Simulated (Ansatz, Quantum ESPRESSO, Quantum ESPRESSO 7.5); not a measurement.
# Evanescent states of MgS, rock salt type, lattice constant set to 4.997 Å

Aim: how fast states decay in the gap of MgS, rock salt type, lattice constant set to 4.997 Å.

Method: plane-wave DFT, LDA, PseudoDojo norm-conserving pseudopotentials (cross-check by Ansatz 0.2.0 with PAW datasets), in Quantum ESPRESSO 7.5.

The structure was built from a prototype and need not be the compound's stable phase.

### Step 1. Starting point

The structure is cubic, space group Fm-3m (No. 225). The conventional cell has a = 4.997 Å, b = 4.997 Å, c = 4.997 Å, α = 90.00°, β = 90.00°, γ = 90.00°. Nearest to Mg lie 6 S at 2.50 Å. S has 6 Mg at 2.50 Å nearest. Farther neighbours and most contacts between anions are not listed.

### Step 2. SCF with pw.x

pwcond needs a cell whose third axis lies along the current and stands perpendicular to the other two.

File scf.in:

```
&control
  prefix = 'scf'
  outdir = './out'
  pseudo_dir = './pseudo'
  calculation = 'scf'
  tprnfor = .true.
/
&system
  ibrav = 0
  nat = 4
  ntyp = 2
  ecutwfc = 76
  ecutrho = 304
  occupations = 'fixed'
  nbnd = 20
/
&electrons
  conv_thr = 1e-09
  mixing_beta = 0.6
  electron_maxstep = 120
/
ATOMIC_SPECIES
  Mg  24.3050  Mg.dojo-sr-lda-0.4.1-standard.upf
  S   32.0600  S.dojo-sr-lda-0.4.1-standard.upf
CELL_PARAMETERS angstrom
  3.53341258558918 0.00000000000000 0.00000000000000
  0.00000000000000 3.53341258558918 0.00000000000000
  0.00000000000000 0.00000000000000 4.99700000000000
ATOMIC_POSITIONS crystal
  Mg  0.000000000000 0.000000000000 0.000000000000
  S   0.500000000000 0.500000000000 0.000000000000
  Mg  0.500000000000 0.500000000000 0.500000000000
  S   0.000000000000 0.000000000000 0.500000000000
K_POINTS automatic
  8 8 6 0 0 0
```

Launch:

```
$ OMP_NUM_THREADS=1 mpirun -n 2 pw.x -nk 2 -in scf.in > scf.out
```

Output:

```text
Program PWSCF v.7.5 starts
[citation notice left out]

     Parallel version (MPI & OpenMP), running on       2 processor cores
     Number of MPI processes:                 2
     Threads/MPI process:                     1

     MPI processes distributed on     1 nodes
[...]
Current dimensions of program PWSCF are:
     Max number of different atomic species (ntypx) = 10
     Max number of k-points (npk) =  40000
     Max angular momentum in pseudopotentials (lmaxx) =  4
     Found identity + ( -0.5000 -0.5000 -0.5000) symmetry
     This is a supercell, fractional translations are disabled
     Message from routine setup:
     using ibrav=0 with symmetry is DISCOURAGED, use correct ibrav instead

     K-points division:     npool     =       2
     Subspace diagonalization in iterative solution of the eigenvalue problem:
     a serial algorithm will be used

     G-vector sticks info
     --------------------
     sticks:   dense  smooth     PW     G-vecs:    dense   smooth      PW
     Sum        1085    1085    325                37729    37729    6001

     Using Slab Decomposition

     bravais-lattice index     =            0
     lattice parameter (alat)  =       6.6772  a.u.
     unit-cell volume          =     421.0122 (a.u.)^3
     number of atoms/cell      =            4
     number of atomic types    =            2
     number of electrons       =        32.00
     number of Kohn-Sham states=           20
     kinetic-energy cutoff     =      76.0000  Ry
     charge density cutoff     =     304.0000  Ry
     scf convergence threshold =      1.0E-09
     mixing beta               =       0.6000
     number of iterations used =            8  plain     mixing
     Exchange-correlation= SLA  PW   NOGX NOGC
                           (   1   4   0   0   0   0   0)

     celldm(1)=   6.677182  celldm(2)=   0.000000  celldm(3)=   0.000000
     celldm(4)=   0.000000  celldm(5)=   0.000000  celldm(6)=   0.000000

     crystal axes: (cart. coord. in units of alat)
               a(1) = (   1.000000   0.000000   0.000000 )
               a(2) = (   0.000000   1.000000   0.000000 )
               a(3) = (   0.000000   0.000000   1.414214 )

     reciprocal axes: (cart. coord. in units 2 pi/alat)
               b(1) = (  1.000000  0.000000  0.000000 )
               b(2) = (  0.000000  1.000000  0.000000 )
               b(3) = (  0.000000  0.000000  0.707107 )

     PseudoPot. # 1 for Mg read from file:
     ./pseudo/Mg.dojo-sr-lda-0.4.1-standard.upf
     Pseudo is Norm-conserving, Zval = 10.0
     Generated using ONCVPSP code by D. R. Hamann
     Using radial grid of 1510 points,  4 beta functions with:
                l(1) =   0
                l(2) =   0
                l(3) =   1
                l(4) =   1

     PseudoPot. # 2 for S  read from file:
     ./pseudo/S.dojo-sr-lda-0.4.1-standard.upf
     Pseudo is Norm-conserving + core correction, Zval =  6.0
     Generated using ONCVPSP code by D. R. Hamann
     Using radial grid of 1132 points,  6 beta functions with:
                l(1) =   0
                l(2) =   0
                l(3) =   1
                l(4) =   1
                l(5) =   2
                l(6) =   2

     atomic species   valence    mass     pseudopotential
     Mg               10.00    24.30500     Mg( 1.00)
     S                 6.00    32.06000     S ( 1.00)

     16 Sym. Ops., with inversion, found

   Cartesian axes

     site n.     atom                  positions (alat units)
         1        Mg     tau(   1) = (   0.0000000   0.0000000   0.0000000  )
         2        S      tau(   2) = (   0.5000000   0.5000000   0.0000000  )
         3        Mg     tau(   3) = (   0.5000000   0.5000000   0.7071068  )
         4        S      tau(   4) = (   0.0000000   0.0000000   0.7071068  )

     number of k points=    60
                       cart. coord. in units 2pi/alat
        k(    1) = (   0.0000000   0.0000000   0.0000000), wk =   0.0052083
        k(    2) = (   0.0000000   0.0000000   0.1178511), wk =   0.0104167
        k(    3) = (   0.0000000   0.0000000   0.2357023), wk =   0.0104167
        k(    4) = (   0.0000000   0.0000000  -0.3535534), wk =   0.0052083
        k(    5) = (   0.0000000   0.1250000   0.0000000), wk =   0.0208333
        k(    6) = (   0.0000000   0.1250000   0.1178511), wk =   0.0416667
        k(    7) = (   0.0000000   0.1250000   0.2357023), wk =   0.0416667
        k(    8) = (   0.0000000   0.1250000  -0.3535534), wk =   0.0208333
        k(    9) = (   0.0000000   0.2500000   0.0000000), wk =   0.0208333
        k(   10) = (   0.0000000   0.2500000   0.1178511), wk =   0.0416667
[...]
k(   60) = (  -0.5000000  -0.5000000  -0.3535534), wk =   0.0052083

     Dense  grid:    37729 G-vectors     FFT dimensions: (  40,  40,  54)

     Estimated max dynamical RAM per process >      79.71 MB

     Estimated total dynamical RAM >     150.20 MB

     Initial potential from superposition of free atoms

     starting charge      31.9985, renormalised to      32.0000
     Starting wfcs are   18 randomized atomic wfcs +    2 random wfcs

     total cpu time spent up to now is        1.0 secs

     per-process dynamical memory:    70.2 Mb

     Self-consistent Calculation

     iteration #  1     ecut=    76.00 Ry     beta= 0.60
     Davidson diagonalization with overlap
     ethr =  1.00E-02,  avg # of iterations =  5.4

     Threshold (ethr) on eigenvalues was too large:
     Diagonalizing with lowered threshold

     Davidson diagonalization with overlap
     ethr =  5.18E-04,  avg # of iterations =  1.8

     total cpu time spent up to now is        3.2 secs

     total energy              =    -281.74983618 Ry
     estimated scf accuracy    <       0.16152986 Ry

     iteration #  2     ecut=    76.00 Ry     beta= 0.60
[...]
total energy              =    -281.78723859 Ry
     estimated scf accuracy    <       0.00898700 Ry

     iteration #  3     ecut=    76.00 Ry     beta= 0.60
[...]
total energy              =    -281.78816907 Ry
     estimated scf accuracy    <       0.00077788 Ry

     iteration #  4     ecut=    76.00 Ry     beta= 0.60
[...]
total energy              =    -281.78820034 Ry
     estimated scf accuracy    <       0.00002155 Ry

     iteration #  5     ecut=    76.00 Ry     beta= 0.60
[...]
total energy              =    -281.78820433 Ry
     estimated scf accuracy    <       0.00000026 Ry

     iteration #  6     ecut=    76.00 Ry     beta= 0.60
[...]
total energy              =    -281.78820446 Ry
     estimated scf accuracy    <       0.00000007 Ry

     iteration #  7     ecut=    76.00 Ry     beta= 0.60
[...]
End of self-consistent calculation

          k = 0.0000 0.0000 0.0000 (  4743 PWs)   bands (ev):

   -66.1978 -66.1968 -33.6339 -33.6275 -33.6275 -33.6232 -33.6231 -33.6231
    -5.7393  -3.5925   2.7536   5.6723   5.6723   7.6636   7.6636   7.6636
    10.4707  11.5271  12.1651  15.3914

          k = 0.0000 0.0000 0.1179 (  4722 PWs)   bands (ev):

   -66.1977 -66.1969 -33.6333 -33.6273 -33.6273 -33.6237 -33.6233 -33.6233
    -5.6288  -3.7908   3.0340   5.7703   5.7703   7.1136   7.4718   7.4718
    10.7751  11.6792  12.7722  14.8511

          k = 0.0000 0.0000 0.2357 (  4710 PWs)   bands (ev):

   -66.1975 -66.1971 -33.6316 -33.6265 -33.6265 -33.6257 -33.6239 -33.6239
    -5.3106  -4.2715   3.7767   5.9898   6.0551   6.0551   7.0136   7.0136
    11.6448  12.1308  13.7185  13.8260

          k = 0.0000 0.0000-0.3536 (  4666 PWs)   bands (ev):

   -66.1973 -66.1973 -33.6285 -33.6285 -33.6250 -33.6250 -33.6250 -33.6250
    -4.8290  -4.8290   4.8100   4.8100   6.4940   6.4940   6.4940   6.4940
    12.8636  12.8636  12.9147  12.9147

          k = 0.0000 0.1250 0.0000 (  4711 PWs)   bands (ev):

   -66.1977 -66.1968 -33.6335 -33.6284 -33.6273 -33.6239 -33.6233 -33.6230
    -5.6152  -3.5765   2.8948   5.0039   5.7654   6.9054   7.4347   7.6338
    10.8921  12.3326  12.7815  15.0543

          k = 0.0000 0.1250 0.1179 (  4699 PWs)   bands (ev):

   -66.1976 -66.1969 -33.6330 -33.6279 -33.6270 -33.6250 -33.6232 -33.6231
    -5.5075  -3.7576   3.0898   5.1946   5.8598   6.2839   7.4602   7.5267
    11.1634  12.4800  12.9941  15.1788

[...]
highest occupied, lowest unoccupied level (ev):     7.6636   10.4707

!    total energy              =    -281.78820448 Ry
     estimated scf accuracy    <          4.8E-11 Ry

     The total energy is the sum of the following terms:
     one-electron contribution =    -163.62782420 Ry
     hartree contribution      =      85.52382348 Ry
     xc contribution           =     -43.92305410 Ry
     ewald contribution        =    -159.76114965 Ry

     convergence has been achieved in   7 iterations

     Forces acting on atoms (cartesian axes, Ry/au):

     atom    1 type  1   force =     0.00000000    0.00000000    0.00000000
     atom    2 type  2   force =     0.00000000    0.00000000    0.00000000
     atom    3 type  1   force =     0.00000000    0.00000000    0.00000000
     atom    4 type  2   force =     0.00000000    0.00000000    0.00000000

     Total force =     0.000000     Total SCF correction =     0.000000

[...]
=------------------------------------------------------------------------------=
   JOB DONE.
=------------------------------------------------------------------------------=
```

The job ended after 11 s (2 MPI ranks of AMD EPYC 9R45 (Zen 5), shared host; peak memory 0.24 GiB).

This step gave:

| Quantity | Value |
| --- | --- |
| free energy | -3833.9238 eV |
| valence top, on the run's zero | 7.664 eV |
| conduction bottom, on the run's zero | 10.47 eV |
| gap by band count | 2.807 eV |

The program's own clock; routines nest. Time by routine:

```tsv
routine	wall time (s)	calls
PWSCF	10.11	1
electrons	9	1
c_bands	7.84	8
cegterg	6.92	240
h_psi	5.98	1072
fftw	5.33	30028
vloc_psi	5.05	1072
sum_band	1.13	8
init_run	0.93	1
wfcinit	0.55	1
calbec	0.53	1192
h_psi:calbec	0.45	1072
add_vuspsi	0.44	1072
init_us_2	0.35	540
```

The run needed 7 iterations to bring the estimated error under 1e-09 Ry.

(Continued in part 2 of 4.)

[Logs are printed without paths, hosts, clocks, repeated set-up lines and the standing remarks that a program may print on its own settings, such as how far it seeks lower states.]

[Hosts, paths, dates, database ids (printed as entryN), source tags and the programs' standing remarks are cut or masked in the printed files.]

[Maps of the electrostatic potential energy from Ansatz leave out the sawtooth potential of an applied field or a dipole correction, so their vacuum need not be flat; planar profiles and work functions include it.]
